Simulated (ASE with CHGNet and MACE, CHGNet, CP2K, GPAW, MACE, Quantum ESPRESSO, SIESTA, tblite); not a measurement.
**Running Σ5 (001) twist boundary in Ge (77 atoms) with machine-learned potentials**

How do the settings of machine-learned potentials change the result for Σ5 (001) twist boundary in Ge (77 atoms)? A plane-wave run serves as the yardstick.

Program: ASE with CHGNet and MACE. Level of theory: the method is named at each step. Results are calculated unless marked as measured.

**1. Set-up**

The cell holds 77 atoms: 77 Ge. Cell: a = 8.946 Å, b = 8.946 Å, c = 22.565 Å, α = 90.0°, β = 90.0°, γ = 90.0°. It derives from Ge (diamond-structure). Diamond-structure Ge (a = 5.658 Å); two grains turned against each other by 36.87 deg about [001]; 1 x 1 coincidence cells, 2 lattice periods a grain, two boundaries a cell, upper grain shifted by [0.031, 0.71] of the boundary cell and opened by 0.2 Å, one atom of each pair nearer than 2.009 Å removed; minimised with a classical potential (one cell length free). Then every atom was moved at random, 0.02 Å r.m.s. a Cartesian component. Regions: lower grain, 40 atoms (40 Ge); upper grain, 37 atoms (37 Ge). The structure's axis is c.

The yardstick, on the same geometry:

| Property | Result |
| --- | --- |
| method | Kohn-Sham DFT, PBE, SSSP efficiency 1.3.0 pseudopotentials, plane waves (Quantum ESPRESSO 7.5); sssp-pbe-1.3.0-efficiency, cutoffs 45/360 Ry, Γ point |
| r.m.s. force component | 0.4065 eV/Å |
| longest force | 1.733 eV/Å |
| pressure | 5.283 GPa |
| time | 8.2 min on 4 MPI ranks of Arm Neoverse V1, shared host |
| CPU time | 33 min |

**2. CHGNet 0.3.0 potential**

Method: machine-learned interatomic potential CHGNet 0.3.0, trained on PBE(+U) plane-wave data.

run.py

```python
import numpy as np
from ase.io import read
import mlip  # loads the published weights by name

atoms = read("structure.xyz")
atoms.calc = mlip.calc("chgnet-0.3.0")
energy = atoms.get_potential_energy()
forces = atoms.get_forces()
print(f"energy {energy:.6f} eV")
print("forces (eV/A)")
for i, (a, f) in enumerate(zip(atoms, forces)):
    print(f"{i:4d} {a.symbol:2s} {f[0]:10.5f} {f[1]:10.5f} {f[2]:10.5f}")
stress = -atoms.get_stress(voigt=False) * 160.21766
print("stress (GPa, compression positive)")
for row in stress:
    print(" ".join(f"{x:10.4f}" for x in row))
```

structure.xyz

```xyz
77
Lattice="8.94608 0.00000 0.00000 0.00000 8.94608 0.00000 0.00000 0.00000 22.56460" Properties=species:S:1:pos:R:3 pbc="T T T"
Ge 8.91110 8.80357 0.27754
Ge 1.70602 0.81481 1.67497
Ge 3.40094 1.74386 0.31590
Ge 5.27890 2.59231 1.59103
Ge 7.26806 3.19295 0.24979
Ge 8.86064 4.42473 1.58629
Ge 6.17467 0.87582 3.02727
Ge 7.92605 1.77141 4.43575
Ge 1.75692 5.33839 0.22519
Ge 3.54918 6.28355 1.53755
Ge 5.32417 7.38096 0.10786
Ge 7.05175 8.06981 1.69144
Ge 0.76713 2.64231 2.99951
Ge 2.57602 3.55562 4.33443
Ge 4.39995 4.44262 2.96995
Ge 6.15392 5.34743 4.36399
Ge 7.93034 6.20697 3.00470
Ge 0.78403 7.12940 4.37482
Ge 8.81663 8.91253 5.75668
Ge 1.66719 0.86974 7.18231
Ge 3.45104 1.72096 5.77541
Ge 5.21038 2.62219 7.09070
Ge 6.98939 3.50203 5.76661
Ge 8.78738 4.45005 7.12364
Ge 6.05873 0.90731 8.55559
Ge 7.83703 1.80120 9.97197
Ge 2.57549 7.96792 2.99365
Ge 4.39056 8.90564 4.37573
Ge 1.68151 5.32739 5.74675
Ge 3.44594 6.27970 7.11101
Ge 5.25403 7.14273 5.76458
Ge 7.00084 7.99842 7.20420
Ge 0.71372 2.64849 8.49963
Ge 2.47332 3.73991 9.85306
Ge 4.30423 4.45533 8.37982
Ge 6.05023 5.16019 9.91962
Ge 7.82997 6.19919 8.54905
Ge 0.69135 7.08369 9.94806
Ge 2.56162 8.01095 8.53574
Ge 4.16816 0.06888 10.00650
Ge 5.78373 8.12644 11.57429
Ge 6.70419 1.00903 12.90537
Ge 8.47024 4.58290 12.97307
Ge 8.48670 0.13580 14.31092
Ge 0.40740 1.91545 15.68736
Ge 1.42851 8.22995 12.87017
Ge 2.41687 1.06235 11.49328
Ge 3.23123 2.78357 12.91575
Ge 4.17701 4.58728 11.55375
Ge 4.94155 6.41255 12.95298
Ge 3.13328 7.29275 14.29896
Ge 3.95891 0.13491 15.67901
Ge 4.91256 1.91714 14.30866
Ge 5.77461 3.72255 15.69661
Ge 6.68558 5.50739 14.28204
Ge 7.60891 7.25849 15.70767
[... 17 atom lines left out ...]
Ge 5.69633 3.80575 21.09790
Ge 6.65731 5.56339 19.72281
Ge 7.47347 7.32201 21.26443
Ge 1.16487 3.53764 19.91755
```

Command:

```bash
$ OMP_NUM_THREADS=1 python run.py > output.txt
```

The log of the run:

```text
CHGNet v0.3.0 initialized with 412,525 parameters
CHGNet will run on cpu
energy -336.459412 eV
forces (eV/A)
   0 Ge    0.57481   -0.06525   -0.01260
   1 Ge   -0.34453    0.06731    0.25972
   2 Ge   -0.01448    0.60862   -0.59021
   3 Ge    0.03467    0.18696   -0.03834
   4 Ge    0.09190   -0.12806   -0.11689
   5 Ge    0.09147    0.38711   -0.02511
   6 Ge   -0.19677    0.26341    0.26151
   7 Ge    0.28312   -0.12646   -0.26615
   8 Ge   -0.15755   -0.14323   -0.78279
   9 Ge    0.28282   -0.16579   -0.01768
  10 Ge   -0.25083   -0.21032   -0.03852
  11 Ge    0.18082   -0.28533   -0.16124
  12 Ge    0.01467   -0.03303    0.05506
  13 Ge    0.13384   -0.07364    0.07928
  14 Ge   -0.12713    0.02506   -0.24516
  15 Ge   -0.11958   -0.14966    0.25315
  16 Ge    0.23878    0.00773   -0.23967
  17 Ge   -0.13905   -0.08599    0.08003
  18 Ge   -0.01559   -0.20963    0.35640
  19 Ge   -0.15519   -0.09774   -0.11056
  20 Ge   -0.39569    0.00294   -0.41826
  21 Ge    0.04057   -0.02796    0.29302
  22 Ge    0.13253    0.56528    0.02928
  23 Ge    0.01308    0.12659   -0.01630
[...]
69 Ge   -0.65282    0.46990   -0.22542
  70 Ge   -0.03158   -0.31673    0.65489
  71 Ge   -0.11100   -0.16910   -0.14018
  72 Ge   -0.27590    0.06669    0.13632
  73 Ge   -0.48309    0.28475    0.24457
  74 Ge    0.40398   -0.16694    0.63928
  75 Ge   -0.04889   -0.79025   -0.06793
  76 Ge    0.27341    0.19465    0.64965
stress (GPa, compression positive)
    4.9390     0.1303     0.5445
    0.1303     4.5813     0.0242
    0.5445     0.0242     5.0165
```

Run time: 3.5 s. Hardware: 1 thread of Arm Neoverse V1, shared host; peak memory 0.64 GiB.

Banners, paths, timers and routine set-up lines are dropped from the logs unmarked, and long logs keep their key lines alone; longer cuts are marked.

Against the reference:

| Quantity | Value |
| --- | --- |
| r.m.s. force component | 0.2812 eV/Å |
| r.m.s. difference of force components | 230.7 meV/Å |
| longest difference of force vectors | 936.4 meV/Å |
| force difference over r.m.s. force | 56.76 % |
| slope of forces against the reference's | 0.5781 |
| correlation of force components | 0.8358 |
| pressure | 4.846 GPa |
| pressure difference | -0.4374 GPa |

Local excerpt of 14 atoms (numbers count through the whole input) about Ge46, picked at random; x, y, z are measured from there.

```tsv
atom	x	y	z	distance (Å)	bonds	Fx	Fy	Fz (eV/Å)
Ge46	0.00	0.00	0.00	0.00	3	-0.59	-0.24	-0.53
Ge51	1.70	-0.94	1.43	2.41	4	-0.17	-0.21	0.06
Ge47	0.99	1.78	-1.38	2.46	3	-0.32	-0.04	-0.62
Ge44	-1.89	0.85	1.44	2.52	4	0.17	-0.33	-0.23
Ge38	-0.74	-1.15	-2.92	3.22	2	0.23	0.13	0.68
Ge52	2.53	0.85	2.81	3.88	4	0.07	0.15	0.13
Ge48	1.80	3.50	0.05	3.94	4	-0.52	0.50	0.01
Ge50	3.51	-1.82	0.08	3.96	4	-0.52	0.00	0.16
Ge45	-1.02	2.63	2.82	3.99	4	0.05	0.21	-0.16
Ge64	0.79	-2.75	2.83	4.02	4	-0.18	0.25	-0.14
Ge40	2.74	0.79	-2.86	4.04	4	0.19	0.31	0.10
Ge42	-3.67	1.73	0.04	4.06	3	0.28	0.50	-0.55
Ge56	-2.77	-0.97	2.84	4.08	4	0.02	0.15	-0.11
Ge43	-1.90	-3.65	0.10	4.12	2	0.13	-0.09	-0.86
```

Atoms are counted from 1 here, from 0 in the log.

Forces lie 57 % from the reference's, at 0.0018 times its CPU time (on 1 against 4 cores).

**3. MACE MPA-0 medium potential**

Method: machine-learned interatomic potential MACE MPA-0 medium, trained on PBE(+U) plane-wave data.

Edit run.py of step 2 so:

```diff
@@ -5,3 +5,3 @@
 atoms = read("structure.xyz")
-atoms.calc = mlip.calc("chgnet-0.3.0")
+atoms.calc = mlip.calc("mace-mpa-0-medium")
 energy = atoms.get_potential_energy()
```

structure.xyz is that of step 2.

The log of the run:

```text
energy -337.247551 eV
forces (eV/A)
   0 Ge    0.48503   -0.28813   -0.05480
   1 Ge   -0.20934    0.03290    0.29069
   2 Ge   -0.29998    0.64237   -0.49307
   3 Ge    0.16805   -0.10166    0.20308
   4 Ge   -0.33920   -0.11365   -0.34297
   5 Ge    0.14158    0.40279   -0.01662
   6 Ge   -0.17558    0.22196    0.54762
   7 Ge    0.22491   -0.13719   -0.44997
   8 Ge   -0.33529   -0.19698   -1.49855
   9 Ge    0.29061   -0.33016   -0.10131
  10 Ge    0.26508   -0.27304   -0.01272
  11 Ge   -0.07081    0.07232    0.06210
  12 Ge   -0.09929   -0.11381    0.07333
  13 Ge    0.17192   -0.23395    0.27445
  14 Ge    0.04289    0.13234   -0.47879
  15 Ge   -0.09902   -0.25928    0.45758
  16 Ge    0.09744    0.05600   -0.32315
  17 Ge   -0.17472   -0.20575    0.03671
  18 Ge    0.00718   -0.17742    0.49357
  19 Ge   -0.00730   -0.19641   -0.26158
  20 Ge   -0.33128    0.16499   -0.56478
  21 Ge   -0.03609    0.05944    0.12856
  22 Ge    0.18620    0.68565   -0.11376
  23 Ge   -0.00115    0.02061   -0.06480
[...]
69 Ge   -0.77099    0.70718   -0.07457
  70 Ge   -0.09814   -0.32790    0.85003
  71 Ge   -0.23104   -0.04341   -0.18420
  72 Ge   -0.01613    0.03332    0.08657
  73 Ge   -0.20400    0.67226   -0.06170
  74 Ge    0.42315   -0.36752    0.86411
  75 Ge   -0.00138   -0.89691   -0.09076
  76 Ge    0.22454    0.48058    1.17711
stress (GPa, compression positive)
    3.7360     0.0569     1.0620
    0.0569     3.6339    -0.1851
    1.0620    -0.1851     5.3483
```

Wall time 8 s (1 thread); peak memory 0.83 GiB.

Numbers from this run, and their distance from the reference:

| Property | Result |
| --- | --- |
| r.m.s. force component | 0.3648 eV/Å |
| r.m.s. difference of force components | 124.2 meV/Å |
| longest difference of force vectors | 611.1 meV/Å |
| force difference over r.m.s. force | 30.56 % |
| slope of forces against the reference's | 0.856 |
| correlation of force components | 0.9538 |
| pressure | 4.239 GPa |
| pressure difference | -1.044 GPa |

Against the first run (57 %), the force difference from the reference is 31 %, at 2.3 times the CPU time.

**4. MACE MP-0b2 small potential**

Method: machine-learned interatomic potential MACE MP-0b2 small, trained on PBE(+U) plane-wave data.

Edit run.py of step 3 so:

```diff
@@ -5,3 +5,3 @@
 atoms = read("structure.xyz")
-atoms.calc = mlip.calc("mace-mpa-0-medium")
+atoms.calc = mlip.calc("mace-mp-0b2-small")
 energy = atoms.get_potential_energy()
```

structure.xyz is that of step 3.

The log of the run:

```text
energy -337.117294 eV
forces (eV/A)
   0 Ge    0.37818   -0.24208   -0.04751
   1 Ge   -0.26311    0.01702    0.18629
   2 Ge   -0.01403    0.48594   -0.49065
   3 Ge    0.08859    0.11344    0.05775
   4 Ge   -0.15487   -0.07181   -0.23779
   5 Ge    0.12219    0.50271   -0.08392
   6 Ge   -0.13065    0.22310    0.31409
   7 Ge    0.23413   -0.06725   -0.42856
   8 Ge   -0.34770   -0.15256   -0.88070
   9 Ge    0.29706   -0.34347   -0.15773
  10 Ge    0.02280   -0.20865   -0.02761
  11 Ge    0.08334   -0.10186   -0.08598
  12 Ge   -0.00370   -0.10226    0.07719
  13 Ge    0.15724   -0.22604    0.19739
  14 Ge   -0.08648    0.07488   -0.57271
  15 Ge   -0.08142   -0.15566    0.33034
  16 Ge    0.20396    0.01732   -0.40817
  17 Ge   -0.14909   -0.15909    0.05203
  18 Ge    0.01887   -0.19248    0.57550
  19 Ge   -0.14716   -0.18123   -0.19641
  20 Ge   -0.37160    0.13463   -0.44624
  21 Ge    0.02546    0.04849    0.28759
  22 Ge    0.11996    0.62471   -0.11816
  23 Ge   -0.00804    0.06975   -0.00641
[...]
69 Ge   -0.72355    0.48271   -0.11868
  70 Ge    0.04326   -0.31489    0.67653
  71 Ge   -0.24833   -0.05026   -0.17348
  72 Ge   -0.19271    0.01823    0.18480
  73 Ge   -0.29114    0.42146    0.03222
  74 Ge    0.38846   -0.26064    0.88075
  75 Ge   -0.04562   -0.73850    0.02357
  76 Ge    0.24677    0.44249    0.78574
stress (GPa, compression positive)
    4.0421     0.0113     0.7836
    0.0113     3.9285    -0.0362
    0.7836    -0.0362     4.5001
```

It took 6.6 s on 1 thread; peak memory 0.67 GiB.

Numbers from this run, and their distance from the reference:

| Quantity | Value |
| --- | --- |
| r.m.s. force component | 0.3115 eV/Å |
| r.m.s. difference of force components | 179.4 meV/Å |
| longest difference of force vectors | 805.5 meV/Å |
| force difference over r.m.s. force | 44.14 % |
| slope of forces against the reference's | 0.6963 |
| correlation of force components | 0.9085 |
| pressure | 4.157 GPa |
| pressure difference | -1.126 GPa |

Against the first run (57 %), the force difference from the reference is 44 %, at 1.9 times the CPU time.

**5. All runs compared**

Differences are against the plane-wave reference, forces as r.m.s. over components; share is that over the reference's r.m.s. force, slope the least-squares factor from reference forces to these. Total energies of different programs have different zeros and aren't compared.

```tsv
run	Δ force, r.m.s. (meV/Å)	share (%)	slope	Δ pressure (GPa)	cores	CPU time	memory (GiB)
reference	-	-	-	-	4	33 min	5.8
CHGNet 0.3.0 potential	231	56.8	0.578	-0.437	1	3.5 s	0.64
MACE MPA-0 medium potential	124	30.6	0.856	-1.04	1	8 s	0.83
MACE MP-0b2 small potential	179	44.1	0.696	-1.13	1	6.6 s	0.67
```

Times of the machine-learned potentials are mostly Python's start and the loading of weights.

CPU time is summed over cores on a shared host, where runs went side by side, so it is rough. Symmetry, cutoffs, thresholds, outputs and thread counts weren't matched or tuned between programs; memory under MPI is the largest rank's times the ranks.

**6. What came out**

```json
{
 "nearest in forces": "MACE MPA-0 medium potential, 31 %",
 "its CPU time": "8 s"
}
```

**Reading.** Machine-learned potentials differ by 31 % (MACE MPA-0 medium potential) to 57 % (CHGNet 0.3.0 potential); they were trained on other programs' data. Among those trained on PBE data the slope goes as low as 0.58, with a correlation of 0.84, so directions differ as well as sizes. The reference's pressure holds the uncorrected Pulay stress of its 45 Ry basis, so small pressure differences, and their order, may be the reference's own error. Machine-learned potentials mimic data converged in k, so the reference's own k-point error enters their differences. The host structure and its lattice constant were typed by rule, without a check against the phase diagram. The reference's pressure of 5.3 GPa says that the cell would expand at this level of theory. The electronic-structure runs sample only Γ, in a cell whose shortest periodic width is 9 Å, which is coarse for a cell with partly filled levels.

[Also dropped from logs without a mark: logging warnings of Python, and SIESTA's first energy breakdown and zero terms.]

[Logs are printed without paths, hosts, clocks, repeated set-up lines and the standing remarks that a program may print on its own settings, such as how far it seeks lower states.]

[Hosts, paths, dates, database ids (printed as entryN), source tags and the programs' standing remarks are cut or masked in the printed files.]
